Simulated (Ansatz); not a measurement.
# Meshes and cutoff for the phonons of K (Im-3m, 1 atom in the cell)

Wanted: convergence of the phonons of K (Im-3m, 1 atom in the cell) against cost.

Program: Ansatz 0.2.0. Level of theory: DFT PBE, scalar-relativistic, plane waves, PAW. Results are calculated unless marked as measured.

Most raw output is cut from this account.

The database entry behind the starting cell lists a temperature near 5 K, so it need not match the best structure at ambient conditions.

## 1. The starting structure

Symmetry: Im-3m, No. 229, cubic system. Conventional cell: a = 5.282 Å, b = 5.282 Å, c = 5.282 Å, α = 90.00°, β = 90.00°, γ = 90.00°. Nearest to K lie 8 K at 4.57 Å.

Coordinates:

```cif
data_structure
_symmetry_space_group_name_H-M 'P 1'
_symmetry_Int_Tables_number 1
_cell_length_a 4.5742
_cell_length_b 4.5742
_cell_length_c 4.5742
_cell_angle_alpha 109.471
_cell_angle_beta 109.471
_cell_angle_gamma 109.471
_cell_volume 73.68
loop_
_atom_site_label
_atom_site_type_symbol
_atom_site_fract_x
_atom_site_fract_y
_atom_site_fract_z
_atom_site_occupancy
K1 K 0.00000 0.00000 0.00000 1
```

## 2. Relaxing to small forces for the phonons

Phonons need a cell at rest on their own settings, so the relaxation is repeated with tight tolerances on forces and stress on the k mesh and occupations of the first response run.

input.yaml reads:

```yaml
crystal:
  lattice:
    - [-2.6409252701, 2.6409252701, 2.6409252701]
    - [2.6409252701, -2.6409252701, 2.6409252701]
    - [2.6409252701, 2.6409252701, -2.6409252701]
  atoms:
    - { symbol: K, position: [0.0, 0.0, 0.0] }
kpoints:
  mp_grid: { grid: [12, 12, 12] }
hamiltonian:
  xc: pbe
scf:
  occupations: { method: methfessel_paxton, width: 0.15 }
output:
  forces: true
  stress: true
  eigenvalues: true
relax:
  adjacent_minimum: "off"
  f_tol: 0.001
  max_steps: 60
  cell: { stress_tol: 0.01 }
```

On the command line:

```bash
> ansatz run input.yaml --threads 4 --pin off --max-ram 7168MiB --backend cpu --events-out ev --progress --plain --runs-dir out
```

Wall time 1.4 s (4 threads of Arm Neoverse V2, shared host); peak memory 0.35 GiB; 5.1 s of CPU time.

Little changed from the start: no atom moved by 0.005 Å and no cell edge by 0.1 %.

Numbers from this step:

| Quantity | Value |
| --- | --- |
| pressure | 0.003169 GPa |
| volume per atom | 73.68 Å³ |
| gap on the k-mesh | 0 eV |

The forces vanish by symmetry and the pressure is 0.003 GPa, within the tolerances set. The cell now holds 73.68 Å³/atom.

## 3. The dispersion

Stability and thermal properties need the whole zone. Linear response on a 4×4×4 q mesh gives force constants as far as a supercell of that size would.

input.yaml, the sections that differ from step 2:

```yaml
output:
  eigenvalues: true
phonons:
  method: dfpt
  qmesh: [4, 4, 4]
  temperatures: { t_max: 1000, t_step: 50 }
  qpath:
    path:
      - [[0.0, 0.0, 0.0], [0.5, -0.5, 0.5], [0.0, 0.0, 0.5], [0.0, 0.0, 0.0], [0.25, 0.25, 0.25], [0.5, -0.5, 0.5]]
      - [[0.25, 0.25, 0.25], [0.0, 0.0, 0.5]]
    npoints: 10
# crystal, kpoints, hamiltonian, scf: as in step 2
# relax: removed
```

Run time: 78 s. Hardware: 4 threads; peak memory 2.4 GiB; 5 min of CPU time.

Numbers from this step:

```yaml
sum_rule_residual_before_enforcement: 7.07e-5 eV/Å²
lowest_frequency_on_the_path: 0 cm⁻¹
highest_frequency_on_the_path_or_at_a_solved_wavevector: 76.3 cm⁻¹
mean_frequency: 50 cm⁻¹
debye_temperature_second_moment: 99 K
logarithmic_mean_frequency: 46 cm⁻¹
lowest_mode_on_the_q_mesh_acoustic_modes_at_gamma_apart: 11.77 cm⁻¹
zero_point_energy_per_atom: 9.3 meV
heat_capacity_at_300_k: 24.81 J/(mol atoms K)
vibrational_entropy_at_300_k: 62.70 J/(mol atoms K)
```

Frequencies (cm⁻¹) solved at each irreducible wavevector; negative means imaginary. Frequencies by wavevector, by row:

```csv
q in reciprocal lattice units,star,mode 1,mode 2,mode 3
0 0 0,1,0,0,0
0 0 0.25,12,11.8,35.1,53.6
0 0 -0.5,6,16,49.7,76.3
0 0.25 0.25,24,30.2,54.2,70.7
0.25 0.25 0.25,2,57.9,57.9,57.9
0.25 0.25 -0.25,6,50.5,50.5,54.3
0.25 -0.5 -0.5,12,50.2,62.3,74.2
-0.5 -0.5 -0.5,1,72.6,72.6,72.6
```

Interpolated from a 4×4×4 q mesh. Phonon branches along the path, in cm⁻¹:

```csv
point,branch 1,branch 2,branch 3
Γ,0,0,0
halfway,50,50,54
H,73,73,73
halfway,50,62,74
N,16,50,76
halfway,12,35,54
Γ,0,0,0
halfway,31,31,62
P,58,58,58
halfway,39,69,69
H,73,73,73
jump to P,58,58,58
halfway,35,54,72
N,16,50,76
```

Symmetry leaves 8 wavevectors to solve. The lowest mode among them, the acoustic zeros apart, lies at q = (0, 0, 0.25) and is real, 11.8 cm⁻¹.

## 4. Another q mesh, q mesh 2×2×2

The q mesh is changed to 2×2×2, to see how far the force constants must reach.

input.yaml, as its differences from that of step 3:

```diff
@@ -17,3 +17,3 @@
   method: dfpt
-  qmesh: [4, 4, 4]
+  qmesh: [2, 2, 2]
   temperatures: { t_max: 1000, t_step: 50 }
```

The job ended after 13 s (4 threads; peak memory 0.92 GiB).

Numbers from this step:

```
mean frequency                                        : 49.8 cm⁻¹
Debye temperature (second moment)                     : 98 K
logarithmic mean frequency                            : 45.8 cm⁻¹
lowest mode on the q mesh (acoustic modes at Γ apart) : 16.04 cm⁻¹
zero-point energy per atom                            : 9.26 meV
vibrational entropy at 300 K                          : 62.80 J/(mol atoms K)
```

Frequencies (cm⁻¹) solved at each irreducible wavevector; negative means imaginary. Frequencies by wavevector, by row:

```csv
q in reciprocal lattice units,star,mode 1,mode 2,mode 3
0 0 0,1,0,0,0
0 0 -0.5,6,16,49.7,76.3
-0.5 -0.5 -0.5,1,72.6,72.6,72.6
```

Interpolated from a 2×2×2 q mesh. Phonon branches along the path, in cm⁻¹:

```csv
point,branch 1,branch 2,branch 3
Γ,0,0,0
halfway,50,50,56
H,73,73,73
halfway,53,62,74
N,16,50,76
halfway,11,35,54
Γ,0,0,0
halfway,30,30,62
P,54,54,54
halfway,42,69,69
H,73,73,73
jump to P,54,54,54
halfway,32,52,70
N,16,50,76
```

The mean frequency is 49.8 cm⁻¹, -0.2 cm⁻¹ against the base run.

The highest branch reaches 76.3 cm⁻¹ on this path, at N. No branch goes imaginary on this path.

## 5. Another q mesh, q mesh 3×3×3

The q mesh is changed to 3×3×3, to see how far the force constants must reach.

input.yaml, as its differences from that of step 4:

```diff
@@ -17,3 +17,3 @@
   method: dfpt
-  qmesh: [2, 2, 2]
+  qmesh: [3, 3, 3]
   temperatures: { t_max: 1000, t_step: 50 }
```

Wall time 34 s (4 threads); peak memory 1.5 GiB.

The mean frequency is 50.0 cm⁻¹, +0.0 cm⁻¹ against the base run.

## 6. Another q mesh, q mesh 6×6×6

The q mesh is changed to 6×6×6, to see how far the force constants must reach.

input.yaml, as its differences from that of step 5:

```diff
@@ -17,3 +17,3 @@
   method: dfpt
-  qmesh: [3, 3, 3]
+  qmesh: [6, 6, 6]
   temperatures: { t_max: 1000, t_step: 50 }
```

Elapsed: 3.9 min, on 4 threads; peak memory 2.4 GiB; 15 min of CPU time.

Frequencies (cm⁻¹) solved at each irreducible wavevector; negative means imaginary. Frequencies by wavevector, by row:

```csv
q in reciprocal lattice units,star,mode 1,mode 2,mode 3
0 0 0,1,0,0,0
0 0 0.1667,12,8.4,24.8,37.7
0 0 0.3333,12,14.1,43,66.7
0 0 -0.5,6,16,49.7,76.3
0 0.1667 0.1667,24,22.9,37.6,59.4
0 0.1667 0.3333,48,27.5,52.7,72.6
0 0.3333 0.3333,8,33.2,66.5,66.5
0.1667 0.1667 0.1667,8,41.6,41.6,69.2
0.1667 0.1667 0.3333,12,43.5,56.1,68.3
0.1667 0.1667 -0.1667,6,35.3,35.3,39.5
0.1667 0.3333 -0.3333,24,36.9,50.3,65.5
0.1667 -0.5 -0.5,12,36.4,56.3,75.3
0.1667 -0.5 -0.3333,24,43.2,63.9,71.5
0.3333 0.3333 -0.3333,6,62.4,62.4,63.6
0.3333 -0.5 -0.5,12,61.8,67.7,73.3
-0.5 -0.5 -0.5,1,72.6,72.6,72.6
```

The mean frequency is 50.1 cm⁻¹, +0.1 cm⁻¹ against the base run.

## 7. Side by side

Times are for 4 threads of Arm Neoverse V2, shared host. Results by setting:

```csv
no.,q mesh,k-mesh,mean frequency (cm⁻¹),zero-point energy per atom (meV),lowest frequency on the path (cm⁻¹),time,memory (GiB)
1,2×2×2,12×12×12,49.8,9.26,0,13 s,0.92
2,3×3×3,12×12×12,50,9.3,0,34 s,1.5
3,6×6×6,12×12×12,50.1,9.31,0,3.9 min,2.4
```

The runs together. The phonon density of states by wavenumber; read off at these points; values in 1/cm⁻¹/cell:

```csv
wavenumber (cm⁻¹),"2×2×2, 12×12×12","3×3×3, 12×12×12","6×6×6, 12×12×12"
2.50,4.0e-4,3.9e-4,4.0e-4
5.00,7.6e-4,8.6e-4,7.5e-4
7.50,0.00183,0.00204,0.00177
10.00,0.00447,0.00479,0.00420
12.50,0.00845,0.00854,0.00799
15.00,0.0138,0.0129,0.0134
17.50,0.0237,0.0205,0.0236
20.00,0.0268,0.0268,0.0268
22.50,0.0312,0.0308,0.0313
25.00,0.0350,0.0353,0.0357
27.50,0.0394,0.0397,0.0406
30.00,0.0441,0.0451,0.0461
32.50,0.0501,0.0518,0.0532
35.00,0.0418,0.0415,0.0415
37.50,0.0384,0.0383,0.0367
40.00,0.0372,0.0372,0.0366
42.50,0.0384,0.0382,0.0371
45.00,0.0415,0.0414,0.0394
47.50,0.0486,0.0491,0.0445
50.00,0.0667,0.0630,0.0585
50.50,0.0684,0.0622,0.0611
52.50,0.0626,0.0584,0.0584
55.00,0.0529,0.0544,0.0561
57.50,0.0468,0.0491,0.0535
60.00,0.0455,0.0462,0.0469
62.50,0.0452,0.0455,0.0460
65.00,0.0523,0.0485,0.0478
67.50,0.0679,0.0570,0.0574
70.00,0.0942,0.0911,0.0985
71.50,0.106,0.125,0.129
72.50,0.117,0.104,0.122
75.00,0.0372,0.0469,0.0457
```

The runs together, line C_V. The C_V by temperature; values in J/mol-atom/K:

```csv
temperature (K),"2×2×2, 12×12×12","3×3×3, 12×12×12","6×6×6, 12×12×12"
0,0,0,0
50,20.8,20.8,20.8
100,23.8,23.8,23.8
150,24.4,24.4,24.4
200,24.6,24.6,24.6
250,24.7,24.7,24.7
300,24.8,24.8,24.8
350,24.8,24.8,24.8
400,24.9,24.9,24.9
450,24.9,24.9,24.9
500,24.9,24.9,24.9
550,24.9,24.9,24.9
600,24.9,24.9,24.9
650,24.9,24.9,24.9
700,24.9,24.9,24.9
750,24.9,24.9,24.9
800,24.9,24.9,24.9
850,24.9,24.9,24.9
900,24.9,24.9,24.9
950,24.9,24.9,24.9
1000,24.9,24.9,24.9
```

## 8. Another k mesh, k-mesh 4×4×4, q mesh 2×2×2

The k mesh is changed to 4×4×4 on a small fixed q mesh, to find the coarsest that serves.

input.yaml, as its differences from that of step 6:

```diff
@@ -8,3 +8,3 @@
 kpoints:
-  mp_grid: { grid: [12, 12, 12] }
+  mp_grid: { grid: [4, 4, 4] }
 hamiltonian:
@@ -17,3 +17,3 @@
   method: dfpt
-  qmesh: [6, 6, 6]
+  qmesh: [2, 2, 2]
   temperatures: { t_max: 1000, t_step: 50 }
```

It took 1.8 s on 4 threads; peak memory 0.4 GiB.

The run finished; it serves as a test, and its numbers are not taken as the result.

## 9. Another k mesh, k-mesh 6×6×6, q mesh 2×2×2

The k mesh is changed to 6×6×6 on a small fixed q mesh, to find the coarsest that serves.

input.yaml, as its differences from that of step 8:

```diff
@@ -8,3 +8,3 @@
 kpoints:
-  mp_grid: { grid: [4, 4, 4] }
+  mp_grid: { grid: [6, 6, 6] }
 hamiltonian:
```

Run time: 2.9 s. Hardware: 4 threads; peak memory 0.49 GiB.

The run finished; it serves as a test, and its numbers are not taken as the result.

## 10. Another k mesh, k-mesh 8×8×8, q mesh 2×2×2

The k mesh is changed to 8×8×8 on a small fixed q mesh, to find the coarsest that serves.

input.yaml, as its differences from that of step 9:

```diff
@@ -8,3 +8,3 @@
 kpoints:
-  mp_grid: { grid: [6, 6, 6] }
+  mp_grid: { grid: [8, 8, 8] }
 hamiltonian:
```

Run time: 5 s. Hardware: 4 threads; peak memory 0.56 GiB.

Frequencies (cm⁻¹) solved at each irreducible wavevector; negative means imaginary. Frequencies by wavevector, by row:

```csv
q in reciprocal lattice units,star,mode 1,mode 2,mode 3
0 0 0,1,0,0,0
0 0 -0.5,6,15.7,49.6,75.6
-0.5 -0.5 -0.5,1,72.3,72.3,72.3
```

Against step 4 (now k-mesh 8×8×8), the highest frequency on the path or at a solved wavevector goes from 76.3 to 75.6 cm⁻¹ and the lowest mode on the q mesh (acoustic modes at Γ apart) goes from 16.0 cm⁻¹ to 15.7 cm⁻¹. The highest frequency on the path or at a solved wavevector moves by under 1 % between these two settings.

## 11. Another k mesh, q mesh 2×2×2

The k mesh is changed to 12×12×12 on a small fixed q mesh, to find the coarsest that serves.

input.yaml, as its differences from that of step 10:

```diff
@@ -8,3 +8,3 @@
 kpoints:
-  mp_grid: { grid: [8, 8, 8] }
+  mp_grid: { grid: [12, 12, 12] }
 hamiltonian:
```

It took 13 s on 4 threads; peak memory 0.92 GiB.

Frequencies (cm⁻¹) solved at each irreducible wavevector; negative means imaginary. Frequencies by wavevector, by row:

```csv
q in reciprocal lattice units,star,mode 1,mode 2,mode 3
0 0 0,1,0,0,0
0 0 -0.5,6,16,49.7,76.3
-0.5 -0.5 -0.5,1,72.6,72.6,72.6
```

## 12. Another k mesh, k-mesh 18×18×18, q mesh 2×2×2

The k mesh is changed to 18×18×18 on a small fixed q mesh, to find the coarsest that serves.

input.yaml, as its differences from that of step 11:

```diff
@@ -8,3 +8,3 @@
 kpoints:
-  mp_grid: { grid: [12, 12, 12] }
+  mp_grid: { grid: [18, 18, 18] }
 hamiltonian:
```

It took 37 s on 4 threads; peak memory 2.2 GiB; 2.4 min of CPU time.

Against step 4 (now k-mesh 18×18×18), the Debye temperature (second moment) goes from 98 K to 99 K.

## 13. Comparing the runs

Times are for 4 threads of Arm Neoverse V2, shared host. Results by setting:

```csv
no.,k-mesh,lowest mode on the q mesh (acoustic modes at Γ apart) (cm⁻¹),highest frequency on the path or at a solved wavevector (cm⁻¹),time,memory (GiB)
1,8×8×8,15.66,75.6,5 s,0.56
2,12×12×12,16.04,76.3,13 s,0.92
3,18×18×18,16.11,76.8,37 s,2.2
```

The runs together. The phonon density of states by wavenumber; read off at these points; values in 1/cm⁻¹/cell:

```csv
wavenumber (cm⁻¹),8×8×8,12×12×12,18×18×18
0.5,3.0e-5,2.0e-5,2.0e-5
3.5,4.0e-4,3.9e-4,3.9e-4
5.5,9.4e-4,9.1e-4,9.0e-4
8.5,0.0027,0.00259,0.00256
10.5,0.00539,0.00515,0.00508
13.5,0.0111,0.0106,0.0104
16.5,0.0208,0.0194,0.0191
18.5,0.0256,0.0256,0.0255
21.5,0.0298,0.0294,0.0293
23.5,0.033,0.0327,0.0326
26.5,0.0379,0.0376,0.0374
28.5,0.0419,0.0415,0.0414
31.5,0.0480,0.0475,0.0473
32.5,0.0504,0.0501,0.0500
34.5,0.0427,0.0437,0.0440
36.5,0.0390,0.0391,0.0391
39.5,0.0372,0.0374,0.0374
41.5,0.0378,0.0376,0.0375
44.5,0.041,0.0406,0.0403
47.5,0.0494,0.0486,0.0481
49.5,0.0668,0.0649,0.0636
50.5,0.0697,0.0684,0.0678
52.5,0.0626,0.0626,0.0621
54.5,0.0537,0.0545,0.0554
57.5,0.0472,0.0468,0.0468
59.5,0.0463,0.0458,0.0455
62.5,0.0465,0.0452,0.0445
65.5,0.0566,0.0540,0.0524
67.5,0.0792,0.0679,0.0631
70.5,0.0994,0.0954,0.0929
71.5,0.113,0.106,0.103
72.5,0.101,0.117,0.122
75.5,0.00511,0.0258,0.0355
```

The runs together, line C_V. Table of C_V by temperature; values in J/mol-atom/K:

```csv
temperature (K),8×8×8,12×12×12 = 18×18×18
0,0,0
50,20.8,20.8
100,23.8,23.8
150,24.4,24.4
200,24.6,24.6
250,24.8,24.7
300,24.8,24.8
350,24.8,24.8
400,24.9,24.9
450,24.9,24.9
500,24.9,24.9
550,24.9,24.9
600,24.9,24.9
650,24.9,24.9
700,24.9,24.9
750,24.9,24.9
800,24.9,24.9
850,24.9,24.9
900,24.9,24.9
950,24.9,24.9
1000,24.9,24.9
```

## 14. Another cutoff, cutoff 170 eV, q mesh 2×2×2

The cutoff is set to 170 eV on a small fixed q mesh.

input.yaml, as its differences from that of step 12:

```diff
@@ -8,3 +8,3 @@
 kpoints:
-  mp_grid: { grid: [18, 18, 18] }
+  mp_grid: { grid: [12, 12, 12] }
 hamiltonian:
@@ -24 +24,3 @@
     npoints: 10
+basis:
+  ecutwfc: 170
```

It took 3.9 s on 4 threads; peak memory 0.45 GiB.

The run finished; it serves as a test, and its numbers are not taken as the result.

## 15. Another cutoff, cutoff 230 eV, q mesh 2×2×2

The cutoff is set to 230 eV on a small fixed q mesh.

input.yaml, as its differences from that of step 14:

```diff
@@ -25,2 +25,2 @@
 basis:
-  ecutwfc: 170
+  ecutwfc: 230
```

It took 5.6 s on 4 threads; peak memory 0.54 GiB; 20 s of CPU time.

The run finished; it serves as a test, and its numbers are not taken as the result.

## 16. Another cutoff, cutoff 290 eV, q mesh 2×2×2

The cutoff is set to 290 eV on a small fixed q mesh.

input.yaml, as its differences from that of step 15:

```diff
@@ -25,2 +25,2 @@
 basis:
-  ecutwfc: 230
+  ecutwfc: 290
```

The job ended after 8.8 s (4 threads; peak memory 0.65 GiB).

The run finished; it serves as a test, and its numbers are not taken as the result.

## 17. Another cutoff, cutoff 360 eV, q mesh 2×2×2

The cutoff is set to 360 eV on a small fixed q mesh.

input.yaml, as its differences from that of step 16:

```diff
@@ -25,2 +25,2 @@
 basis:
-  ecutwfc: 290
+  ecutwfc: 360
```

It took 10 s on 4 threads; peak memory 0.84 GiB; 38 s of CPU time.

Frequencies (cm⁻¹) solved at each irreducible wavevector; negative means imaginary. Frequencies by wavevector, by row:

```csv
q in reciprocal lattice units,star,mode 1,mode 2,mode 3
0 0 0,1,0,0,0
0 0 -0.5,6,16.1,49.6,76.3
-0.5 -0.5 -0.5,1,72.6,72.6,72.6
```

Against step 4 (now cutoff 360 eV), the highest frequency on the path or at a solved wavevector stays at 76.3 cm⁻¹.

## 18. Another cutoff, cutoff 550 eV, q mesh 2×2×2

The cutoff is set to 550 eV on a small fixed q mesh.

input.yaml, as its differences from that of step 17:

```diff
@@ -25,2 +25,2 @@
 basis:
-  ecutwfc: 360
+  ecutwfc: 550
```

Run time: 18 s. Hardware: 4 threads; peak memory 1.2 GiB.

Frequencies (cm⁻¹) solved at each irreducible wavevector; negative means imaginary. Frequencies by wavevector, by row:

```csv
q in reciprocal lattice units,star,mode 1,mode 2,mode 3
0 0 0,1,0,0,0
0 0 -0.5,6,16,49.7,76.3
-0.5 -0.5 -0.5,1,72.6,72.6,72.6
```

Against step 4 (now cutoff 550 eV), the highest frequency on the path or at a solved wavevector stays at 76.3 cm⁻¹. The highest frequency on the path or at a solved wavevector moves by under 1 % between these two settings.

## 19. Results

```
mean frequency, q mesh 2×2×2                                           : 49.8 cm⁻¹
mean frequency, q mesh 3×3×3                                           : 50.0 cm⁻¹
mean frequency, q mesh 6×6×6                                           : 50.1 cm⁻¹
lowest mode on the q mesh (acoustic modes at Γ apart), k-mesh 4×4×4    : 12.8 cm⁻¹
lowest mode on the q mesh (acoustic modes at Γ apart), k-mesh 6×6×6    : 14.9 cm⁻¹
lowest mode on the q mesh (acoustic modes at Γ apart), k-mesh 8×8×8    : 15.7 cm⁻¹
lowest mode on the q mesh (acoustic modes at Γ apart), k-mesh 12×12×12 : 16.0 cm⁻¹
lowest mode on the q mesh (acoustic modes at Γ apart), k-mesh 18×18×18 : 16.1 cm⁻¹
lowest mode on the q mesh (acoustic modes at Γ apart), cutoff 170 eV   : -25.6 cm⁻¹
lowest mode on the q mesh (acoustic modes at Γ apart), cutoff 230 eV   : 14.8 cm⁻¹
lowest mode on the q mesh (acoustic modes at Γ apart), cutoff 290 eV   : 16.0 cm⁻¹
lowest mode on the q mesh (acoustic modes at Γ apart), cutoff 360 eV   : 16.1 cm⁻¹
lowest mode on the q mesh (acoustic modes at Γ apart), cutoff 550 eV   : 16.0 cm⁻¹
```

**Reading.** Over the whole q mesh series, coarse runs included, the mean frequency runs from 49.8 to 50.1 cm⁻¹; from 2×2×2 on it stays within 0.3 cm⁻¹ of the finest run (6×6×6), against a tolerance of 1.0. Over the whole k mesh series, coarse runs included, the lowest mode on the q mesh (acoustic modes at Γ apart) runs from 12.8 to 16.1 cm⁻¹; from 12×12×12 on all solved modes stay within 0.5 cm⁻¹ of the finest run (18×18×18), against a tolerance of 1.0. Over the whole cutoff series, coarse runs included, the lowest mode on the q mesh (acoustic modes at Γ apart) runs from -25.6 to 16.1 cm⁻¹; from 290 eV on all solved modes stay within 0.6 cm⁻¹ of the finest run (550 eV), against a tolerance of 1.0. All runs share the cell relaxed at the base settings, which is not exactly at rest under another k mesh or cutoff. With no gap, or one that is small against the smearing, the frequencies hang on the k mesh and the smearing, most of all near Kohn anomalies. These are harmonic frequencies at zero temperature: anharmonic shifts, linewidths and thermal expansion are left out.

[Logs are printed without paths, hosts, clocks, repeated set-up lines and the standing remarks that a program may print on its own settings, such as how far it seeks lower states.]

[Hosts, paths, dates, database ids (printed as entryN), source tags and the programs' standing remarks are cut or masked in the printed files.]
